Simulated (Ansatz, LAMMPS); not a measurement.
# Amorphous 38TiO2-62Al2O3 (mol %) (102 atoms), relaxed: mesh and functional compared

Which bonds does the relaxation leave, and how do the Kohn-Sham gap, forces and pressure change with k-mesh and functional?

Calculated with Ansatz 0.2.0: Kohn-Sham DFT, PBE, PAW (set soft_2), plane waves; cutoff 420 eV, Γ point, fermi-dirac smearing of 0.025 eV.

**The cell**

Density at the start: 3.19 g/cm³. The cell holds 102 atoms: 9 Ti, 30 Al and 63 O. Cell: a = 10.534 Å, b = 10.534 Å, c = 10.534 Å, α = 90.0°, β = 90.0°, γ = 90.0°. 102 atoms (9 Ti, 30 Al, 63 O) placed at random at 3.19 g/cm³, melted at 5000 K for 10 ps at fixed volume with the Morse and Coulomb pair potential with partial charges (Pedone, Malavasi, Menziani, Cormack and Segre, J. Phys. Chem. B 110, 11780 (2006)). Quenched from 5000 K to 300 K at 50 K/ps and fixed volume, held 5 ps, then minimised at fixed cell.

Cell and atoms were relaxed with PBE. The walk converged after 23 steps by the program's count, with a largest force component of 0.0367 eV/Å; it began at an r.m.s. force component of 0.53 eV/Å. The edges went from 10.534, 10.534, 10.534 to 10.492, 10.817, 10.279 Å, and the volume from 11.460 to 11.427 Å³ an atom (-0.3 %).

The input of the reference single point:

```yaml
crystal:
  lattice:
    - [10.49026, -0.18525, 0.03421]
    - [-0.18525, 10.81462, -0.11744]
    - [0.03421, -0.11744, 10.27862]
  atoms:
    - { symbol: Ti, position: [0.52537, 0.25081, 0.30566] }
    - { symbol: Ti, position: [0.61508, 0.54298, 0.80629] }
    - { symbol: Ti, position: [0.63526, 0.07918, 0.79941] }
    - { symbol: Ti, position: [0.50337, 0.35352, 0.6038] }
    [... 96 atom lines left out ...]
    - { symbol: O, position: [0.20736, 0.05677, 0.49415] }
    - { symbol: O, position: [0.5939, 0.62955, 0.34784] }
kpoints:
  mp_grid: { grid: [1, 1, 1] }
hamiltonian:
  xc: pbe
scf:
  occupations: { method: fermi_dirac, width: 0.025 }
output:
  forces: true
  stress: true
  populations: true
  dos:
    method: { smearing: { sigma: 0.08 } }
    de: 0.05
    projected: { site_lists: { Al: [Al], O: [O], Ti: [Ti] } }
  eigenvalues: true
  write_density: true
  write_potential: true
  volumetric_format: npy
```

**Bonds after relaxation**

Bonds by pair of elements; cutoffs follow the first minimum of g(r), held within bounds set by covalent radii, and pairs that aren't listed don't count as bonded:

| pair A-B | cutoff (Å) | bonds | mean length (Å) | spread (Å) | shortest (Å) | B about A | A about B |
| --- | --- | --- | --- | --- | --- | --- | --- |
| O-Al | 2.43 | 136 | 1.84 | 0.09 | 1.68 | 2.16 | 4.53 |
| O-Ti | 2.64 | 46 | 1.96 | 0.187 | 1.73 | 0.73 | 5.11 |

How many atoms have how many bonded neighbours:

| element | mean | 2 | 3 | 4 | 5 | 6 |
| --- | --- | --- | --- | --- | --- | --- |
| Al | 4.53 | 0 | 0 | 16 | 12 | 2 |
| O | 2.89 | 10 | 50 | 3 | 0 | 0 |
| Ti | 5.11 | 0 | 0 | 1 | 6 | 2 |

**Levels of theory**

Single points at the relaxed geometry:

```
functional  k-mesh  Kohn-Sham gap (eV)  pressure (GPa)  r.m.s. force component (eV/Å)  SCF cycles     time
       PBE   1×1×1               2.414           -0.02                          0.006          11     24 s
       PBE   2×2×2               2.410           -0.01                          0.008          11  3.5 min
     HSE06   1×1×1               4.019           -5.99                          0.148          25  6.3 min
    r2SCAN   1×1×1               2.747           -5.14                          0.073          12     54 s
    PBEsol   1×1×1               2.412           -4.15                          0.060          12     23 s
```

The gap is that between the highest filled and lowest empty Kohn-Sham level on the run's k-points. Cutoffs: 420 eV for PBE, HSE06 and PBEsol; 500 eV for r2SCAN. Times come from shared hosts and are rough.

**Findings**

By these cutoffs 53 % of Al atoms have 4, 79 % of O atoms have 3 and 67 % of Ti atoms have 5 neighbours. The Kohn-Sham gap is 2.41 eV with PBE on the 1×1×1 mesh and 2.41 eV on 2×2×2. On the 1×1×1 mesh HSE06 changes the gap by +1.61 eV against PBE. Carrying that shift over to the 2×2×2 mesh gives 2.41 + 1.61 = 4.02 eV, an estimate that takes the shift to be alike at all k-points. On the reference's mesh the gap changes with r2SCAN by +0.33 eV and PBEsol by under 0.01 eV. Against the reference the pressure changes with HSE06 by -6.0 GPa, r2SCAN by -5.1 GPa and PBEsol by -4.1 GPa; a negative change means a smaller volume than PBE would take. The denser mesh moves the energy by -0.9 meV/atom and the pressure by +0.01 GPa.

Limits: All single points share the geometry relaxed with PBE. One sample; tail or defect levels can set the gap of a disordered cell. The quench rate of 50 K/ps is many orders above laboratory rates, so the cell is likely richer in defects and strain than a real sample. The network of bonds at the start is that of the classical potential that made the cell, and needn't be the one that DFT or experiment would give. In some runs the program notes that it cut back its work space to fit the memory limit, the exchange threshold is loose for the stress and the SCF threshold is loose for the stress.

[Logs are printed without paths, hosts, clocks, repeated set-up lines and the standing remarks that a program may print on its own settings, such as how far it seeks lower states.]

[Hosts, paths, dates, database ids (printed as entryN), source tags and the programs' standing remarks are cut or masked in the printed files.]
